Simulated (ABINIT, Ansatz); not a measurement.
An input for ABINIT 10.8.3 (CsPbBr3 (Pm-3m)):

```
acell 3*1.0 Angstrom
rprim 
  5.948630820000 0.000000000000 0.000000000000
  0.000000000000 5.948630820000 0.000000000000
  0.000000000000 0.000000000000 5.948630820000
ntypat 3
znucl 55 82 35
natom 5
typat 1 2 3 3 3
xred 
  0.000000000000 0.000000000000 0.000000000000
  0.500000000000 0.500000000000 0.500000000000
  0.500000000000 0.500000000000 0.000000000000
  0.500000000000 0.000000000000 0.500000000000
  0.000000000000 0.500000000000 0.500000000000
pp_dirpath "pseudos"
pseudos "Cs.upf, Pb.upf, Br.upf"
ecut 34
ngkpt 2 2 2
nshiftk 1
shiftk 0 0 0
kptopt 1
chksymbreak 0
istwfk *1
occopt 1
irdwfk 1
optdriver 4
nband 240
gwcalctyp 0
ecutsigx 34
symsigma 1
nkptgw 2
kptgw 
  0.5000000000 0.5000000000 0.5000000000
  0.0000000000 0.0000000000 0.0000000000
bdgw 
  38 44
  39 44
ecuteps 5.2
irdscr 1
ppmodel 1
zcut 0.01 eV
indata_prefix "in"
outdata_prefix "out"
tmpdata_prefix "tmp"
```

```sh
OMP_NUM_THREADS=1 mpirun -n 4 abinit run.abi > log
```

Q: Estimate wall time and host memory on 4 MPI ranks of Arm Neoverse V1, shared host.

It took 1.7 min; on shared hardware allow 50 s to 3.3 min. Peak host memory was 2.9 GiB.

[Paths, hosts, dates, memory and timing lines, banners, echoed tables and standing remarks are left out of the program output.]

[Logs are printed without paths, hosts, clocks, repeated set-up lines and the standing remarks that a program may print on its own settings, such as how far it seeks lower states.]

[Runs of the session that timed out or met a known fault of the program may be left out.]

[Hosts, paths, dates, database ids (printed as entryN), source tags and the programs' standing remarks are cut or masked in the printed files.]

[G0W0 gaps are taken among the corrected bands and points alone; a level outside them can change the order at an edge.]

[Where Ansatz stands beside ABINIT at settings called matched, ABINIT's density can come from a denser mesh and the files from another edition; pairs whose starting gaps differed by over 0.03 eV were left out, so agreement reads better than it is.]
